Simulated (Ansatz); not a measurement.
## (SrO)2(KF)2 [001] superlattice, started as rocksalt type: phonons and vibrational spectra

Aim: the vibrations of (SrO)2(KF)2 [001] superlattice, started as rocksalt type, their spectra, and whether the structure is stable.

Program: Ansatz 0.2.0. Level of theory: DFT LDA, scalar-relativistic, plane waves, PAW. Results are calculated unless marked as measured.

Most raw output is cut from this account.

The structure was built from a prototype and need not be the compound's stable phase.

**1. The structure**

The structure is tetragonal, space group P4/nmm (No. 129). Conventional cell: a = 3.716 Å, b = 3.716 Å, c = 10.510 Å, α = 90.00°, β = 90.00°, γ = 90.00°. F has 5 K at 2.63 Å and 1 Sr at 2.63 Å nearest. Nearest to K lie 5 F at 2.63 Å and 1 O at 2.63 Å. O has 1 K at 2.63 Å and 5 Sr at 2.63 Å nearest. Nearest to Sr lie 1 F at 2.63 Å and 5 O at 2.63 Å. Farther neighbours and most contacts between anions are not listed.

**2. Relaxation**

The cell and atoms are relaxed, since residual forces and stress would shift the frequencies.

input.yaml reads:

```yaml
crystal:
  lattice:
    - [2.6275, 2.6275, 0.0]
    - [-2.6275, 2.6275, 0.0]
    - [0.0, 0.0, 10.51]
  atoms:
    - { symbol: F, position: [0.5, 0.5, 0.5] }
    - { symbol: F, position: [1.0, 0.0, 0.75] }
    - { symbol: K, position: [0.0, 0.0, 0.5] }
    - { symbol: K, position: [0.5, 0.5, 0.75] }
    - { symbol: O, position: [0.5, 0.5, 0.0] }
    - { symbol: O, position: [1.0, 0.0, 0.25] }
    - { symbol: Sr, position: [0.0, 0.0, 0.0] }
    - { symbol: Sr, position: [0.5, 0.5, 0.25] }
kpoints:
  mp_grid: { grid: [6, 6, 2] }
hamiltonian:
  xc: lda
scf:
  occupations: { method: gaussian, width: 0.02 }
output:
  forces: true
  stress: true
  eigenvalues: true
  write_density: true
  write_potential: true
  elf: true
  volumetric_format: npy
relax:
  adjacent_minimum: "off"
  f_tol: 0.005
  max_steps: 80
  cell: { stress_tol: 0.05 }
```

The run is started by

```console
> ansatz run input.yaml --threads 8 --pin off --max-ram 14336MiB --backend cpu --events-out ev --progress --plain --runs-dir out
```

The job ended after 13 s (8 threads of Arm Neoverse V2, shared host; peak memory 0.61 GiB; 94 s of CPU time).

Step by step:

```csv
step,energy less that of the first step (eV),largest force component (eV/Å),pressure (GPa),volume (Å³)
1,0.0000,0.5416,-5.69,145.12
2,-0.2196,0.5490,5.26,126.21
3,-0.3367,0.2201,-0.91,134.76
4,-0.3272,0.3957,-0.05,133.54
5,-0.3502,0.0177,0.08,133.30
6,-0.3497,0.0070,0.00,133.47
7,-0.3497,0.0011,0.00,133.49
8*,-0.3265,0.0012,-0.32,133.49
9,-0.3290,0.0035,0.01,132.87
10*,-0.3275,0.0036,0.00,132.87
```

Relaxation steps marked * repeat the geometry before them on a plane-wave basis chosen anew for their cell, so energy and pressure can jump there. Relaxation step 4 was tried and not accepted.

The run keeps the 16 symmetry operations that it works with, so distortions that break them were not tested.

```csv
"conventional cell, symmetrised",before,after,change
a (Å),3.716,3.591,-3.4 %
b (Å),3.716,3.591,-3.4 %
c (Å),10.510,10.306,-1.9 %
volume (Å³/atom),18.14,16.61,-8.4 %
```

The atoms that moved most (Å, as changes of fractional coordinates times the final cell):

```csv
atom,dx,dy,dz,length
O6,0.000,0.000,-0.084,0.084
O5,0.000,0.000,0.084,0.084
F2,0.000,0.000,0.069,0.069
F1,0.000,0.000,-0.069,0.069
Sr8,0.000,0.000,-0.037,0.037
Sr7,0.000,0.000,0.037,0.037
```

A gap read on the k-mesh alone can miss the band edges.

Numbers from this step:

| Property | Result |
| --- | --- |
| pressure | -0.003326 GPa |
| gap on the k-mesh | 3.381 eV |
| volume per atom | 16.61 Å³ |
| direct gap on mesh | 3.381 eV |

ELF in the ac plane at fractional y = 0.000, with atoms of F and K and O and Sr within 0.2 Å of it. It is the smooth field of the valence electrons, not physical close to the nuclei.

Ten even steps from '_' (0.00) to '@' (0.86), each cell a mean:
```
++##@@@@++..______..**@@@@**
@@@@%%++::__________::**%%@@
::::..________________..::::
++====::..__________..::==++
%%@@%%##--________..==##%%@@
++##@@%%==..______..++%%@@##
%%@@@@##==..______..++%%@@%%
####**==..__________::==**##
....______________________..
****++--..__________..--++**
@@@@@@%%==________..++%%@@@@
##%%@@@@**..______::##@@@@%%
%%@@@@@@++..______..**@@@@@@
@@%%%%++::__________::**%%@@
::::..________________....::
======--::________..::--====
@@@@%%##++::______::++##%%@@
++##@@%%**::______--##@@@@##
++##@@%%**::____..--##@@@@##
%%%%%%**==..______::++##%%%%
----::::..__________..::::--
****==::____________..--++**
%%@@@@%%--________..++%%@@%%
__==%%@@**..______::##@@%%--
```
Columns run along a (3.6 Å), rows up along c (10.3 Å). Atoms in or near the plane, at fractional coordinates: F at (0.00, 0.76), K at (0.00, 0.50), O at (0.00, 0.24), Sr at (0.00, 0.00).

Valence density in the ac plane at fractional y = 0.000, with atoms of F and K and O and Sr within 0.2 Å of it. It is the smooth field of the valence electrons, not physical close to the nuclei.

Ten steps, logarithmic in the rise over the least value, from '_' (0 e/Å³) to '@' (12 e/Å³), each cell a mean:
```
******==::..______..--++****
++++==::..__________..--==++
::::....______________....::
----::..______________..::--
##**++--..__________..--++##
@@@@##==::________..::==##@@
%%##++--..__________::--**##
==--::..______________..----
......__________________....
----::..______________..::--
****++--..__________::==++**
####**++::..______..--++####
####**==::..______..::++**##
++++==::..__________..--==++
::::....______________....::
::::....______________..::::
++++==::..________....--==++
%%##**==::..______..::==**%%
%%##**==::..______..::==**%%
++++==::..________....--==++
::::::..____________....::::
====--::..__________..::--==
****++==::..______..::==++**
++****++--..______..--++****
```
Columns run along a (3.6 Å), rows up along c (10.3 Å). Atoms in or near the plane, at fractional coordinates: F at (0.00, 0.76), K at (0.00, 0.50), O at (0.00, 0.24), Sr at (0.00, 0.00).

Electrostatic potential energy in the ac plane at fractional y = 0.000, with atoms of F and K and O and Sr within 0.2 Å of it. With pseudopotentials it is smooth inside the atoms' cores, unlike the true potential.

Ten even steps from '0' (-65 eV) to '9' (12 eV), each cell a mean:
```
00268999998510
45789999999875
89999999999998
99999999999999
56899999999976
33699999999853
45799999999975
99999999999999
99999999999999
88899999999988
45689999999765
23478999998643
33579999998643
66789999999876
99999999999999
99999999999999
78999999999997
24699999999963
34699999999964
78999999999998
99999999999999
77899999999887
01478999998631
00058999997400
```
Columns run along a (3.6 Å; values clipped at the 3rd and 97th percentile), rows up along c (10.3 Å). Atoms in or near the plane, at fractional coordinates: F at (0.00, 0.76), K at (0.00, 0.50), O at (0.00, 0.24), Sr at (0.00, 0.00).

In this step the volume went from 18.14 to 16.61 Å³/atom.

**3. Bringing the structure to rest**

The relaxation is repeated from its end on the same settings, as a check that it has come to rest.

input.yaml, the sections that differ from step 2:

```yaml
crystal:
  lattice:
    - [2.5389490928, 2.5389490928, 0.0]
    - [-2.5389490928, 2.5389490928, 0.0]
    - [0.0, 0.0, 10.306167005]
  atoms:
    - { symbol: F, position: [0.5, 0.5, 0.4932989796] }
    - { symbol: F, position: [1.0, 0.0, 0.7567010204] }
    - { symbol: K, position: [0.0, 0.0, 0.4999541191] }
    - { symbol: K, position: [0.5, 0.5, 0.7500458809] }
    - { symbol: O, position: [0.5, 0.5, 0.0081803692] }
    - { symbol: O, position: [1.0, 0.0, 0.2418196308] }
    - { symbol: Sr, position: [0.0, 0.0, 0.0036041623] }
    - { symbol: Sr, position: [0.5, 0.5, 0.2463958377] }
output:
  forces: true
  stress: true
  eigenvalues: true
# kpoints, hamiltonian, scf, relax: as in step 2
```

It took 2.3 s on 8 threads; peak memory 0.58 GiB.

Little changed from the start: no atom moved by 0.005 Å and no cell edge by 0.1 %.

Numbers from this step:

```
pressure : -0.003327 GPa
```

In this step the volume went from 16.61 to 16.61 Å³/atom.

**4. Relaxing to small forces for the phonons**

Phonons need a cell at rest on their own settings, so the relaxation is repeated with tight tolerances on forces and stress, using the mesh and the filling of the phonon run that follows.

Changes to input.yaml since step 3:

```diff
@@ -15,3 +15,3 @@
 kpoints:
-  mp_grid: { grid: [6, 6, 2] }
+  mp_grid: { grid: [8, 8, 2] }
 hamiltonian:
@@ -19,3 +19,3 @@
 scf:
-  occupations: { method: gaussian, width: 0.02 }
+  occupations: { method: fixed }
 output:
@@ -26,4 +26,4 @@
   adjacent_minimum: "off"
-  f_tol: 0.005
-  max_steps: 80
-  cell: { stress_tol: 0.05 }
+  f_tol: 0.001
+  max_steps: 60
+  cell: { stress_tol: 0.01 }
```

Run time: 7.5 s. Hardware: 8 threads; peak memory 0.62 GiB; 54 s of CPU time.

Little changed from the start: no atom moved by 0.005 Å and no cell edge by 0.1 %.

Numbers from this step:

```
pressure           : 8.21e-4 GPa
gap on the k-mesh  : 3.383 eV
direct gap on mesh : 3.383 eV
```

The largest force component left is 0.34 meV/Å and the pressure is 0.001 GPa, within the tolerances set. The cell now holds 16.61 Å³/atom.

**5. Modes at Γ**

The zone centre is the only wavevector solved here; it holds the modes that light can see, as far as symmetry allows. The response to a homogeneous field gives the Born charges and the dielectric tensor, and its change with displacement the Raman tensors.

input.yaml reads:

```yaml
crystal:
  lattice:
    - [2.5387491958, 2.5387491958, 0.0]
    - [-2.5387491958, 2.5387491958, 0.0]
    - [0.0, 0.0, 10.3063957861]
  atoms:
    - { symbol: F, position: [0.5, 0.5, 0.4933842526] }
    - { symbol: F, position: [1.0, 0.0, 0.7566157474] }
    - { symbol: K, position: [0.0, 0.0, 0.5000320703] }
    - { symbol: K, position: [0.5, 0.5, 0.7499679297] }
    - { symbol: O, position: [0.5, 0.5, 0.0081505324] }
    - { symbol: O, position: [1.0, 0.0, 0.2418494676] }
    - { symbol: Sr, position: [0.0, 0.0, 0.0036035784] }
    - { symbol: Sr, position: [0.5, 0.5, 0.2463964216] }
kpoints:
  mp_grid: { grid: [8, 8, 2] }
hamiltonian:
  xc: lda
scf:
  occupations: { method: fixed }
output:
  eigenvalues: true
phonons:
  method: dfpt
  dielectric: true
  rigid_motions: translations
  raman: true
```

Wall time 2.4 min (8 threads); peak memory 3.1 GiB.

This step gave:

* sum-rule residual before enforcement: 1.12e-4 eV/Å²
* miss of the charge sum rule: 0.01104 e
* estimated error of the dielectric tensor: 0.01135
* estimated error of the Born charges: 0.01281 e
* point group: 4/mmm
* highest optical mode at the zone centre (no LO-TO term): 385.8 cm⁻¹
* lowest optical zone-centre mode: 75.25 cm⁻¹
* mean high-frequency dielectric constant: 2.932
* largest Born charge (third of the trace): 2.279 e
* mean static dielectric constant: 11.09
* top of the zone-centre spectrum with the field: 448.5 cm⁻¹

Without the LO-TO term. Patterns of degenerate modes are one choice out of their space. Modes at Γ, with each element's share of the kinetic energy:

```csv
mode,frequency (cm⁻¹),symmetry,F %,K %,O %,Sr %
1,0.0,acoustic,12,24,10,54
2,0.0,acoustic,12,24,10,54
3,0.0,acoustic,12,24,10,54
4,75.2,Eg,29,59,1,12
5,75.2,Eg,29,59,1,12
6,75.5,Eu,20,44,4,32
7,75.5,Eu,20,44,4,32
8,113.5,Eg,4,8,5,82
9,113.5,Eg,4,8,5,82
10,155.9,A2u,6,60,6,28
11,164.3,A1g,12,54,2,32
12,192.7,A1g,3,42,0,54
13,194.6,A2u,74,13,6,7
14,211.4,Eu,1,1,85,13
15,211.4,Eu,1,1,85,13
16,226.5,Eg,0,0,93,6
17,226.5,Eg,0,0,93,6
18,240.4,A1g,76,1,13,10
19,245.1,Eu,67,31,1,0
20,245.1,Eu,67,31,1,0
21,247.7,Eg,67,33,1,0
22,247.7,Eg,67,33,1,0
23,362.3,A1g,8,3,84,5
24,385.8,A2u,8,2,78,11
```

Displacements in mode 5 (75.2 cm⁻¹), the largest set to 1:
```
F1  -1.00 -0.53  0.00
F2   1.00  0.53  0.00
K3  -1.00 -0.53  0.00
K4   1.00  0.53  0.00
O5   0.22  0.12  0.00
O6  -0.22 -0.12  0.00
Sr7  0.30  0.16  0.00
Sr8 -0.30 -0.16  0.00
```

Displacements in mode 23 (362.3 cm⁻¹), the largest set to 1:
```
F1   0.00  0.00  0.29
F2   0.00  0.00 -0.29
K3   0.00  0.00 -0.12
K4   0.00  0.00  0.12
O5   0.00  0.00 -1.00
O6   0.00  0.00  1.00
Sr7  0.00  0.00  0.10
Sr8  0.00  0.00 -0.10
```

Optical modes at the zone centre, without and with the macroscopic field of the longitudinal modes; each column is sorted by frequency, so a row need not hold one and the same mode. Modes with and without the field, by row:

```csv
rank among optical modes,no field (cm⁻¹),"q along (1, 0, 0) (cm⁻¹)","q along (0, 0, 1) (cm⁻¹)"
1,75.2,75.2,75.2
2,75.2,75.2,75.2
3,75.5,75.5,75.5
4,75.5,75.8,75.5
5,113.5,113.5,113.5
6,113.5,113.5,113.5
7,155.9,155.9,156.8
8,164.3,164.3,164.3
9,192.7,192.7,192.7
10,194.6,194.6,211.4
11,211.4,211.4,211.4
12,211.4,226.5,226.5
13,226.5,226.5,226.5
14,226.5,240.4,240.4
15,240.4,241.6,245.1
16,245.1,245.1,245.1
17,245.1,247.7,247.7
18,247.7,247.7,247.7
19,247.7,362.3,301.2
20,362.3,385.8,362.3
21,385.8,428.5,448.5
```

Born charge (rows field, columns displacement) (e), principal values of the symmetric part by kind of site:

```csv
atom,atoms with these values,low,middle,high,mean
F1,2,-1.51,-1.15,-1.15,-1.27
K3,2,1.15,1.15,1.36,1.22
O5,2,-2.48,-2.48,-1.74,-2.23
Sr7,2,1.89,2.48,2.48,2.28
```

In full for Sr7:

```
2.48 0.00 0.00
0.00 2.48 0.00
0.00 0.00 1.89
```

High-frequency dielectric tensor:

```
3.01 0.00 0.00
0.00 3.01 0.00
0.00 0.00 2.78
```

Static dielectric tensor (ions relaxed, fixed cell):

```
12.08  0.00  0.00
 0.00 12.08  0.00
 0.00  0.00  9.11
```

Transverse modes. Infrared lines, with heights relative to the strongest:

```csv
position (cm⁻¹),relative intensity
75,0.0
76,0.1
114,0.0
156,0.7
164,0.0
193,0.0
195,29
211,100
226,0.0
240,0.0
245,11
248,0.0
362,0.0
386,10
```

Activity x (w_L - w)^4 (n + 1)/w, 532 nm, 300 K; modes without the macroscopic field alone. Lines of the Raman spectrum (strongest = 100):

```csv
position (cm⁻¹),relative intensity
75,11
76,0.0
114,2.4
156,0.0
164,100
193,13
195,0.0
211,0.0
226,1.3
240,25
245,0.0
248,0.5
362,35
386,0.0
```

Before it was imposed, the acoustic sum rule was missed by 1.1e-4 eV/Å² and the charge sum rule by 0.011 e. Small misses are needed for a sound result but don't prove that mesh and cutoff are converged. The lowest optical mode is real, 75.2 cm⁻¹.

**6. Another isotope, element K, natural mass 39.0983 amu**

An isotope changes the mass and not the force constants, so no new electronic calculation is needed; the shifts show which modes move this element.

The same force constants with the mass of K changed from 39.098 to 40.962 u (phonopy, no LO-TO term). Both lists are sorted by frequency; levels can cross, so a row need not hold one and the same mode. Modes under 3 cm⁻¹ are left out. Isotope shifts, by row:

```csv
q,rank,natural mass (cm⁻¹),changed mass (cm⁻¹)
0 0 0,4,75.25,74.22
0 0 0,5,75.25,74.22
0 0 0,6,75.53,74.76
0 0 0,7,75.53,74.76
0 0 0,8,113.5,113.2
0 0 0,9,113.5,113.2
0 0 0,10,155.9,153.7
0 0 0,11,164.3,162.1
0 0 0,12,192.7,190.9
0 0 0,13,194.6,194
0 0 0,14,211.4,211.3
0 0 0,15,211.4,211.3
0 0 0,16,226.5,226.5
0 0 0,17,226.5,226.5
0 0 0,18,240.4,240.4
0 0 0,19,245.1,243.4
0 0 0,20,245.1,243.4
0 0 0,21,247.7,245.9
0 0 0,22,247.7,245.9
0 0 0,23,362.3,362.1
0 0 0,24,385.8,385.6
```

A mode of this element alone would shift by -2.30 %. The highest zone-centre frequency without the field goes from 385.8 to 385.6 cm⁻¹ (-0.0 %). The product of the frequency ratios over all optical modes at Γ is 0.885; the product rule, (m/m′)^(3k/2) (M′/M)^(3/2) with k = 2 such atoms and M the mass of the cell, gives 0.885.

**7. Isotope substitution, element O, natural mass 15.999 amu**

The same for O, from 16.00 to 18.00 u.

A mode of this element alone would shift by -5.72 %. The highest zone-centre frequency without the field goes from 385.8 to 368.7 cm⁻¹ (-4.4 %). The product of the frequency ratios over all optical modes at Γ is 0.716; the product rule, (m/m′)^(3k/2) (M′/M)^(3/2) with k = 2 such atoms and M the mass of the cell, gives 0.715.

**8. Isotope substitution, element Sr, natural mass 87.62 amu**

The same for Sr, from 87.62 to 85.91 u.

A mode of this element alone would shift by +0.99 %. The highest zone-centre frequency without the field goes from 385.8 to 386.2 cm⁻¹ (+0.1 %). The product of the frequency ratios over all optical modes at Γ is 1.044; the product rule, (m/m′)^(3k/2) (M′/M)^(3/2) with k = 2 such atoms and M the mass of the cell, gives 1.044.

**9. Summary of results**

```
space group after relaxation (within 0.01 Å)            : P4/nmm
volume per atom                                         : 16.6 Å³
gap on the k-mesh                                       : 3.38 eV
highest optical mode at the zone centre (no LO-TO term) : 386 cm⁻¹
top of the zone-centre spectrum with the field          : 449 cm⁻¹
lowest optical zone-centre mode                         : 75.2 cm⁻¹
mean high-frequency dielectric constant                 : 2.93
mean static dielectric constant                         : 11.1
largest Born charge (third of the trace)                : 2.28 e
imaginary modes at Γ (the only wavevector solved)       : none
```

The structure is stable against zone-centre distortions, since no mode there is imaginary; runs at other wavevectors are not part of this account. Without the field, the optical modes at Γ span 75 to 386 cm⁻¹. The dispersion is not part of this account. The highest mode in this list at Γ, 385.8 cm⁻¹, is mostly motion of O (78 % of the kinetic energy). With the macroscopic field of the longitudinal modes the top of the zone-centre spectrum lies at 449 cm⁻¹, against 386 cm⁻¹ without it. Lattice motion raises the mean dielectric constant from 2.932 to 11.09. The strongest infrared line is at 211 cm⁻¹. Averaged over orientations, the strongest Raman line at 532 nm and 300 K is at 164 cm⁻¹. The starting cell was built on a prototype and not taken from a measurement, so the phase need not exist. These are harmonic frequencies at zero temperature: anharmonic shifts, linewidths and thermal expansion are left out.

[Logs are printed without paths, hosts, clocks, repeated set-up lines and the standing remarks that a program may print on its own settings, such as how far it seeks lower states.]

[Hosts, paths, dates, database ids (printed as entryN), source tags and the programs' standing remarks are cut or masked in the printed files.]
